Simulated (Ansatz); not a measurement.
**CsSrF3 (Pm-3m): following an unstable mode**

Wanted: the energy along a soft mode of CsSrF3 (Pm-3m) and the structure at the end.

Method: DFT PBEsol, scalar-relativistic, plane waves, PAW; PAW set soft_1, in Ansatz 0.2.0.

This is a report of a sequence of runs, with most program output left out.

### 1. The starting structure

It takes space group Pm-3m (No. 221, cubic). Conventional cell: a = 4.737 Å, b = 4.737 Å, c = 4.737 Å, α = 90.00°, β = 90.00°, γ = 90.00°. Cs has 12 F at 3.35 Å nearest. Nearest to Sr lie 6 F at 2.37 Å. F has 2 Sr at 2.37 Å and 4 Cs at 3.35 Å nearest. Farther neighbours and most contacts between anions are not listed.

### 2. Response at finite wavevector

The cell comes from relaxations at this level that are not shown. Stability and thermal properties need the whole zone. Linear response on a 2×2×2 q mesh gives force constants as far as a supercell of that size would, and the tensors from the zone-centre run are typed in so that the long-range dipole term is interpolated apart.

input.yaml

```yaml
crystal:
  lattice:
    - [4.7371927409, 0.0, 0.0]
    - [0.0, 4.7371927409, 0.0]
    - [0.0, 0.0, 4.7371927409]
  atoms:
    - { symbol: Cs, position: [0.0, 0.0, 0.0] }
    - { symbol: Sr, position: [0.5, 0.5, 0.5] }
    - { symbol: F, position: [0.0, 0.5, 0.5] }
    - { symbol: F, position: [0.5, 0.0, 0.5] }
    - { symbol: F, position: [0.5, 0.5, 0.0] }
kpoints:
  mp_grid: { grid: [6, 6, 6] }
hamiltonian:
  xc: pbesol
  pseudopotentials: { kind: paw, azcp: { folder: soft_1 }, xc_functional: pbe }
scf:
  occupations: { method: fixed }
output:
  eigenvalues: true
phonons:
  method: dfpt
  qmesh: [2, 2, 2]
  temperatures: { t_max: 1000, t_step: 50 }
  qpath:
    path:
      - [[0.0, 0.0, 0.0], [0.0, 0.5, 0.0], [0.5, 0.5, 0.0], [0.0, 0.0, 0.0], [0.5, 0.5, 0.5], [0.0, 0.5, 0.0]]
      - [[0.5, 0.5, 0.5], [0.5, 0.5, 0.0]]
    npoints: 10
  non_analytic_term:
    high_frequency_dielectric_tensor: [[2.2877, 0.0, 0.0], [0.0, 2.2877, 0.0], [0.0, 0.0, 2.2877]]
    born_effective_charges:
      - { species: Cs, tensor: [[1.3028, 0.0, 0.0], [0.0, 1.3028, 0.0], [0.0, 0.0, 1.3028]] }
      - { species: Sr, tensor: [[2.4582, 0.0, 0.0], [0.0, 2.4582, 0.0], [0.0, 0.0, 2.4582]] }
      - { species: F, tensor: [[-1.7053, 0.0, 0.0], [0.0, -1.0279, 0.0], [0.0, 0.0, -1.0279]] }
      - { species: F, tensor: [[-1.0279, 0.0, 0.0], [0.0, -1.7053, 0.0], [0.0, 0.0, -1.0279]] }
      - { species: F, tensor: [[-1.0279, 0.0, 0.0], [0.0, -1.0279, 0.0], [0.0, 0.0, -1.7053]] }
    source: "zone-centre run at this cell"
```

Run with:

```
ansatz run input.yaml --threads 4 --pin off --max-ram 10240MiB --backend cpu --events-out ev --progress --plain --runs-dir out
```

It took 91 s on 4 threads of Arm Neoverse V1, shared host; peak memory 0.81 GiB.

This step gave:

| Quantity | Value |
| --- | --- |
| gap on the k-mesh | 6.299 eV |
| volume per atom | 21.26 Å³ |
| sum-rule residual before enforcement | 4.80e-4 eV/Å² |
| lowest frequency on the path | -66.36 cm⁻¹ |
| point group | m-3m |
| highest frequency on the path or at a solved wavevector | 439.6 cm⁻¹ |
| highest optical mode at the zone centre (no LO-TO term) | 345.6 cm⁻¹ |
| lowest optical zone-centre mode | 22.11 cm⁻¹ |
| lowest mode on the q mesh (acoustic modes at Γ apart) | -66.36 cm⁻¹ |

Frequencies (cm⁻¹) solved at each irreducible wavevector; negative means imaginary. Frequencies by wavevector, by row:

```csv
q in reciprocal lattice units,star,mode 1,mode 2,mode 3,mode 4,mode 13,mode 14,mode 15
0 0 0,1,0,0,0,22.1,345.6,345.6,345.6
0 0 -0.5,3,25.8,25.8,38.6,38.6,345.2,345.2,400.6
0 -0.5 -0.5,3,-61.9,2.3,2.3,31.9,344.7,349.5,424.6
-0.5 -0.5 -0.5,1,-66.4,-66.4,-66.4,27.1,349.3,349.3,439.6
```

Interpolated from a 2×2×2 q mesh, with the LO-TO term (at Γ the limit along the path; where Γ stands inside the path, tables give the limit on arrival). The phonon branches at the labelled points (cm⁻¹):

```csv
point,branch 1,branch 2,branch 3,branch 4,branch 12,branch 13,branch 14,branch 15
Γ,0,0,0,22,178,346,346,409
halfway,21,21,32,32,204,345,345,406
X,26,26,39,39,238,345,345,401
halfway,-38,26,29,34,220,345,346,414
M,-62,2,2,32,194,345,350,425
halfway,-22,26,28,42,199,345,345,411
Γ,0,0,0,22,178,346,346,409
halfway,-19,8,8,37,192,346,346,417
R,-66,-66,-66,27,185,349,349,440
halfway,-43,-29,24,30,208,347,347,423
X,26,26,39,39,238,345,345,401
jump to R,-66,-66,-66,27,185,349,349,440
halfway,-64,-38,-38,31,191,347,349,432
M,-62,2,2,32,194,345,350,425
```

Symmetry leaves 4 wavevectors to solve. The lowest mode among them, the acoustic zeros apart, lies at q = (-0.5, -0.5, -0.5) and is imaginary, 66.4i cm⁻¹, so the energy falls along it.

### 3. The mode frozen in, largest atomic shift 0 Å

The mode followed lies at q = (-0.5, -0.5, -0.5) with frequency 66.4i cm⁻¹ and is 3-fold degenerate, the softest among the wavevectors solved. At small amplitude the distorted cell has space group no. 74 by a symmetry search on the positions. The undistorted cell that holds it gives the zero of energy on the same k mesh.

System of this step: CsSrF3. The structure is cubic, space group Pm-3m (No. 221). The conventional cell has a = 4.737 Å, b = 4.737 Å, c = 4.737 Å, α = 90.00°, β = 90.00°, γ = 90.00°. Cs has 12 F at 3.35 Å nearest. Nearest to Sr lie 6 F at 2.37 Å. Nearest to F lie 2 Sr at 2.37 Å and 4 Cs at 3.35 Å. Farther neighbours and most contacts between anions are not listed.

input.yaml

```yaml
crystal:
  lattice:
    - [4.7371927409, 4.7371927409, 0.0]
    - [4.7371927409, 0.0, 4.7371927409]
    - [4.7371927409, 0.0, -4.7371927409]
  atoms:
    - { symbol: Cs, position: [0.0, 0.5, 0.5] }
    - { symbol: Cs, position: [0.0, 0.0, 0.0] }
    - { symbol: Sr, position: [0.5, 0.25, 0.75] }
    - { symbol: Sr, position: [0.5, 0.75, 0.25] }
    - { symbol: F, position: [0.5, 0.0, 0.5] }
    - { symbol: F, position: [0.5, 0.5, 0.0] }
    - { symbol: F, position: [0.0, 0.0, 0.5] }
    - { symbol: F, position: [0.0, 0.5, 0.0] }
    - { symbol: F, position: [0.5, 0.5, 0.5] }
    - { symbol: F, position: [0.5, 0.0, 0.0] }
kpoints:
  mp_grid: { grid: [6, 6, 6] }
hamiltonian:
  xc: pbesol
  pseudopotentials: { kind: paw, azcp: { folder: soft_1 }, xc_functional: pbe }
scf:
  occupations: { method: gaussian, width: 0.02 }
output:
  forces: true
  stress: true
  eigenvalues: true
```

It took 3.7 s on 4 threads; peak memory 0.68 GiB.

This step gave:

```yaml
pressure: 0.002931 GPa
energy_from_the_undistorted_cell: 0 meV/atom
```

At this level the gap is 6.30 eV on the k-mesh of the self-consistent run, which can miss the band edges.

### 4. The mode frozen in, largest atomic shift 0.45 Å

The atoms are moved along the unstable eigenvector, the largest shift by 0.45 Å, with the cell fixed.

input.yaml, the sections that differ from step 3:

```yaml
crystal:
  lattice:
    - [4.7371927409, 4.7371927409, 0.0]
    - [4.7371927409, 0.0, 4.7371927409]
    - [4.7371927409, 0.0, -4.7371927409]
  atoms:
    - { symbol: Cs, position: [0.0, 0.5, 0.5] }
    - { symbol: Cs, position: [0.0, 0.0, 0.0] }
    - { symbol: Sr, position: [0.5, 0.25, 0.75] }
    - { symbol: Sr, position: [0.5, 0.75, 0.25] }
    - { symbol: F, position: [0.5, -0.033585086, 0.533585086] }
    - { symbol: F, position: [0.5, 0.533585086, -0.033585086] }
    - { symbol: F, position: [0.0, -0.033585086, 0.533585086] }
    - { symbol: F, position: [0.0, 0.533585086, -0.033585086] }
    - { symbol: F, position: [0.5671701721, 0.4328298279, 0.4328298279] }
    - { symbol: F, position: [0.4328298279, 0.0671701721, 0.0671701721] }
# kpoints, hamiltonian, scf, output: as in step 3
```

Run time: 10 s. Hardware: 4 threads; peak memory 0.84 GiB; 41 s of CPU time.

This step gave:

* pressure: -0.5054 GPa
* gap on the k-mesh: 6.359 eV
* energy from the undistorted cell: -4.766 meV/atom

The energy, extrapolated to zero smearing, is -4.77 meV/atom against the undistorted cell.

The run ends at a pressure of -0.51 GPa, with forces up to 0.097 eV/Å.

### 5. Energy along the mode, all amplitudes (two of the runs are shown above)

An imaginary frequency means negative curvature, so the energy should fall and then rise again as anharmonic terms take over.

This step gave:

| Item | Value |
| --- | --- |
| depth at the lowest point sampled | 4.766 meV/atom |
| largest atomic shift at that point | 0.45 Å |

The energy from the parent by largest atomic shift:

```csv
largest atomic shift (Å),energy from the parent (meV/atom)
0.000,0
0.040,-0.098
0.080,-0.386
0.140,-1.13
0.220,-2.53
0.320,-4.32
0.450,-4.77
0.600,2.11
```

Displacement at unit largest shift by atom:

```csv
atom,x (Å),y (Å),z (Å),size
Cs1,0.000,0.000,0.000,0.000
Cs2,0.000,0.000,0.000,0.000
Sr3,0.000,0.000,0.000,0.000
Sr4,0.000,0.000,0.000,0.000
F5,0.000,0.000,-0.707,0.707
F6,0.000,0.000,0.707,0.707
F7,0.000,0.000,-0.707,0.707
F8,0.000,0.000,0.707,0.707
F9,-0.707,0.707,0.000,1.000
F10,0.707,-0.707,0.000,1.000
```

The lowest of the steps tried is at 0.45 Å, 4.77 meV/atom below the parent; the bottom of the well need not coincide with a step.

### 6. Relaxation from the frozen mode

Starting from the lowest point found, all atoms and the cell are let go, so that strain and other modes of the same symmetry can join in.

input.yaml: that of step 4 with these lines changed.

```diff
@@ -22,3 +22,3 @@
 scf:
-  occupations: { method: gaussian, width: 0.02 }
+  occupations: { method: fixed }
 output:
@@ -27 +27,6 @@
   eigenvalues: true
+relax:
+  adjacent_minimum: "off"
+  f_tol: 0.002
+  max_steps: 120
+  cell: { stress_tol: 0.03 }
```

The job ended after 65 s (4 threads; peak memory 0.87 GiB).

The steps of the relaxation:

```csv
step,energy less that of the first step (eV),largest force component (eV/Å),pressure (GPa),volume (Å³)
1,0.0000,0.0687,-0.51,212.61
2,-0.0140,0.0395,0.20,209.35
3,-0.0162,0.0142,0.10,209.74
4,-0.0161,0.0015,-0.01,210.21
5*,-0.0134,0.0015,-0.04,210.21
6,-0.0138,0.0010,0.00,210.00
7*,-0.0135,0.0010,0.00,210.00
```

Relaxation steps marked * repeat the geometry before them on a plane-wave basis chosen anew for their cell, so energy and pressure can jump there.

The run keeps the 8 symmetry operations that it works with, so distortions that break them were not tested.

```csv
"conventional cell, symmetrised",before,after,change
a (Å),6.699,6.656,-0.7 %
b (Å),9.474,9.400,-0.8 %
c (Å),6.699,6.713,+0.2 %
volume (Å³/atom),21.26,21.00,-1.2 %
```

The atoms that moved most (Å, as changes of fractional coordinates times the final cell):

```csv
atom,dx,dy,dz,length
Cs2,-0.031,0.031,0.000,0.044
Cs1,0.031,-0.031,0.000,0.044
F9,0.016,-0.016,0.000,0.023
F10,-0.016,0.016,0.000,0.023
F6,0.000,0.000,0.016,0.016
F7,0.000,0.000,-0.016,0.016
F8,0.000,0.000,0.016,0.016
F5,0.000,0.000,-0.016,0.016
```

This step gave:

```yaml
pressure: -0.003862 GPa
gap_on_the_k_mesh: 6.415 eV
volume_per_atom: 21.00 Å³
```

The distorted start has space group Imma; the relaxation ends in Imma.

### 7. The new phase in its own primitive cell

The relaxed structure is symmetrised, reduced to its primitive cell and relaxed tightly, as its phonons need.

input.yaml, the sections that differ from step 6:

```yaml
crystal:
  lattice:
    - [-3.3277923092, 4.7000325993, 3.3566757011]
    - [3.3277923092, -4.7000325993, 3.3566757011]
    - [3.3277923092, 4.7000325993, -3.3566757011]
  atoms:
    - { symbol: Cs, position: [0.2565216374, 0.0065216374, 0.25] }
    - { symbol: Cs, position: [0.7434783626, 0.9934783626, 0.75] }
    - { symbol: Sr, position: [0.0, 0.5, 0.5] }
    - { symbol: Sr, position: [0.5, 0.5, 0.0] }
    - { symbol: F, position: [0.7147448141, 0.0, 0.2147448141] }
    - { symbol: F, position: [0.2852551859, 0.0, 0.7852551859] }
    - { symbol: F, position: [0.7147448141, 0.5, 0.7147448141] }
    - { symbol: F, position: [0.2852551859, 0.5, 0.2852551859] }
    - { symbol: F, position: [0.1863042162, 0.4363042162, 0.75] }
    - { symbol: F, position: [0.8136957838, 0.5636957838, 0.25] }
relax:
  adjacent_minimum: "off"
  f_tol: 0.001
  max_steps: 60
  cell: { stress_tol: 0.01 }
# kpoints, hamiltonian, scf, output: as in step 6
```

Elapsed: 28 s, on 4 threads; peak memory 0.86 GiB; 1.9 min of CPU time.

Little changed from the start: no atom moved by 0.005 Å and no cell edge by 0.1 %.

This step gave:

```
pressure           : -4.20e-4 GPa
gap on the k-mesh  : 6.416 eV
direct gap on mesh : 6.454 eV
```

The largest force component left is 0.52 meV/Å and the pressure is 0.000 GPa, within the tolerances set. The cell now holds 21.00 Å³/atom.

### 8. Modes of the new phase

A relaxed structure may still be a saddle point, so its zone-centre modes are computed. The response to a homogeneous field gives the Born charges and the dielectric tensor.

input.yaml

```yaml
crystal:
  lattice:
    - [-3.3270205245, 4.6993081021, 3.357666818]
    - [3.3270205245, -4.6993081021, 3.357666818]
    - [3.3270205245, 4.6993081021, -3.357666818]
  atoms:
    - { symbol: Cs, position: [0.2564128206, 0.0064128206, 0.25] }
    - { symbol: Cs, position: [0.7435871794, 0.9935871794, 0.75] }
    - { symbol: Sr, position: [0.0, 0.5, 0.5] }
    - { symbol: Sr, position: [0.5, 0.5, 0.0] }
    - { symbol: F, position: [0.7148105582, 0.0, 0.2148105582] }
    - { symbol: F, position: [0.2851894418, 0.0, 0.7851894418] }
    - { symbol: F, position: [0.7148105582, 0.5, 0.7148105582] }
    - { symbol: F, position: [0.2851894418, 0.5, 0.2851894418] }
    - { symbol: F, position: [0.1863289802, 0.4363289802, 0.75] }
    - { symbol: F, position: [0.8136710198, 0.5636710198, 0.25] }
kpoints:
  mp_grid: { grid: [6, 6, 6] }
hamiltonian:
  xc: pbesol
  pseudopotentials: { kind: paw, azcp: { folder: soft_1 }, xc_functional: pbe }
scf:
  occupations: { method: fixed }
output:
  eigenvalues: true
phonons:
  method: dfpt
  dielectric: true
  rigid_motions: translations
```

Run time: 13 min. Hardware: 4 threads; peak memory 4.7 GiB; 53 min of CPU time.

This step gave:

```yaml
sum_rule_residual_before_enforcement: 3.15e-5 eV/Å²
miss_of_the_charge_sum_rule: 7.75e-5 e
point_group: mmm
highest_optical_mode_at_the_zone_centre_no_lo_to_term: 416.1 cm⁻¹
lowest_optical_zone_centre_mode: 19.64 cm⁻¹
mean_high_frequency_dielectric_constant: 2.303
largest_born_charge_third_of_the_trace: 2.463 e
mean_static_dielectric_constant: 13.32
top_of_the_zone_centre_spectrum_with_the_field: 416.1 cm⁻¹
```

Without the LO-TO term. Patterns of degenerate modes are one choice out of their space. The modes at Γ (shares of kinetic energy by element, %):

```csv
mode,frequency (cm⁻¹),symmetry,Cs %,Sr %,F %
1,0.0,acoustic,48,32,21
2,0.0,acoustic,48,32,21
3,0.0,acoustic,48,32,21
4,19.6,B2g,30,0,70
5,41.2,B1g,0,0,100
6,43.8,B3u,37,10,52
7,52.5,B3g,99,0,1
8,56.1,B2g,68,0,32
9,60.5,Ag,94,0,6
10,63.7,B2u,51,20,29
11,74.4,B1u,50,24,26
12,79.9,B3u,12,5,83
13,92.9,Au,0,3,97
14,100.4,Ag,5,0,95
15,119.8,B1u,2,8,90
16,122.9,B3u,3,38,58
17,126.5,B2u,1,40,59
18,136.6,B1u,0,36,64
19,157.2,B2g,3,0,97
20,157.3,B3g,1,0,99
21,173.1,Ag,0,0,100
22,178.4,Au,0,97,3
23,183.1,B1u,0,87,13
24,183.5,B2u,0,94,6
25,318.4,B2u,0,14,86
26,321.6,B3u,0,14,86
27,324.3,B3g,0,0,100
28,324.7,B1u,0,14,86
29,327.2,B1g,0,0,100
30,416.1,B3g,0,0,100
```

Displacements in mode 4 (19.6 cm⁻¹), the largest set to 1:
```
Cs1 -0.30  0.00  0.00
Cs2  0.30  0.00  0.00
Sr3  0.00  0.00  0.00
Sr4  0.00  0.00  0.00
F5   0.00  0.48  0.00
F6   0.00 -0.48  0.00
F7   0.00 -0.48  0.00
F8   0.00  0.48  0.00
F9   1.00  0.00  0.00
F10 -1.00  0.00  0.00
```

Displacements in mode 10 (63.7 cm⁻¹), the largest set to 1:
```
Cs1  0.00  0.77  0.00
Cs2  0.00  0.77  0.00
Sr3  0.00 -0.60  0.02
Sr4  0.00 -0.60 -0.02
F5   0.00 -1.00  0.00
F6   0.00 -1.00  0.00
F7   0.00 -1.00  0.00
F8   0.00 -1.00  0.00
F9   0.00 -0.64  0.00
F10  0.00 -0.64  0.00
```

Optical modes at the zone centre, without and with the macroscopic field of the longitudinal modes; each column is sorted by frequency, so a row need not hold one and the same mode. Modes with and without the field, by row:

```csv
rank among optical modes,no field (cm⁻¹),"q along (1, 0, 0) (cm⁻¹)","q along (0, 1, 0) (cm⁻¹)","q along (0, 0, 1) (cm⁻¹)"
1,19.6,19.6,19.6,19.6
2,41.2,41.2,41.2,41.2
3,43.8,52.5,43.8,43.8
4,52.5,56.1,52.5,52.5
5,56.1,60.5,56.1,56.1
6,60.5,63.7,60.5,60.5
7,63.7,65.7,74.4,63.7
8,74.4,74.4,79.9,79.9
9,79.9,85.3,80.4,86.7
10,92.9,92.9,92.9,92.9
11,100.4,100.4,100.4,100.4
12,119.8,119.8,119.8,120.8
13,122.9,126.5,122.9,122.9
14,126.5,136.6,136.6,126.5
15,136.6,157.2,157.2,157.2
16,157.2,157.3,157.3,157.3
17,157.3,173.1,167.5,171
18,173.1,178.4,173.1,173.1
19,178.4,182.1,178.4,178.4
20,183.1,183.1,183.1,183.5
21,183.5,183.5,201.7,210.2
22,318.4,318.4,321.6,318.4
23,321.6,324.3,324.3,321.6
24,324.3,324.7,324.7,324.3
25,324.7,327.2,327.2,327.2
26,327.2,388.5,386.2,392.3
27,416.1,416.1,416.1,416.1
```

Born charge (rows field, columns displacement) (e), principal values of the symmetric part by kind of site:

```csv
atom,atoms with these values,low,middle,high,mean
Cs1,2,1.26,1.29,1.37,1.31
Sr3,2,2.44,2.44,2.51,2.46
F5,4,-1.66,-1.07,-1.05,-1.26
F9,2,-1.64,-1.11,-1.01,-1.26
```

In full for F5:

```
-1.36  0.00 -0.29
 0.00 -1.05  0.00
-0.29  0.00 -1.37
```

High-frequency dielectric tensor:

```
2.30 0.00 0.00
0.00 2.30 0.00
0.00 0.00 2.32
```

Static dielectric tensor (ions relaxed, fixed cell):

```
18.88  0.00  0.00
 0.00 11.41  0.00
 0.00  0.00  9.65
```

Transverse modes. Lines of the infrared spectrum (strongest = 100):

```csv
position (cm⁻¹),lines merged,relative intensity
20,1,0.0
41,1,0.0
44,1,27
52,1,0.0
56,1,0.0
60,1,0.0
64,1,24
74,1,21
80,1,5.2
93,1,0.0
100,1,0.0
120,1,4.4
123,1,56
126,1,57
137,1,62
157,2,0.0
173,1,0.0
178,1,0.0
183,1,13
184,1,10
318,1,98
322,1,100
324,1,0.0
325,1,98
327,1,0.0
416,1,0.0
```

Before it was imposed, the acoustic sum rule was missed by 3.1e-5 eV/Å² and the charge sum rule by 7.8e-5 e. Small misses are needed for a sound result but don't prove that mesh and cutoff are converged. The lowest optical mode is real, 19.6 cm⁻¹.

### 9. Summary of results

| Item | Value |
| --- | --- |
| unstable mode of the parent | q = (-0.5, -0.5, -0.5), 66i cm⁻¹ |
| depth at the lowest point sampled | 4.77 meV/atom |
| largest atomic shift at that point | 0.45 Å |
| space group reached (within 0.01 Å) | Imma |
| energy gained over the parent (first relaxation, on the mesh of the frozen mode) | 6.12 meV/atom |
| volume per atom, phase reached | 21.0 Å³ |
| gap on the k-mesh, phase reached | 6.42 eV |
| lowest optical zone-centre mode, phase reached | 19.6 cm⁻¹ |
| highest optical mode at the zone centre (no LO-TO term), phase reached | 416 cm⁻¹ |

Along this mode the structure falls into Imma, 6.12 meV/atom below the parent. At the parent's cell the well is 4.766 meV/atom deep on the steps tried, with its lowest point at a shift of 0.45 Å. Relaxing atoms and cell changes the gain by +1.35 meV/atom against the lowest step (energies at zero smearing). The new phase has no imaginary mode at the zone centre of its cell; other wavevectors were not checked. Of the 4 patterns followed to their end from this parent, this one reaches the lowest energy. Another end point lies within 1 meV/atom; how such a difference moves with mesh and cutoff was not tested. Each path keeps the symmetry of its pattern, so a lower phase may lie along a pattern not tried. Spin-orbit coupling is left out, which can matter for the heavy elements here. The PAW files were made for PBE and serve the other functionals too.

[Logs are printed without paths, hosts, clocks, repeated set-up lines and the standing remarks that a program may print on its own settings, such as how far it seeks lower states.]

[Hosts, paths, dates, database ids (printed as entryN), source tags and the programs' standing remarks are cut or masked in the printed files.]
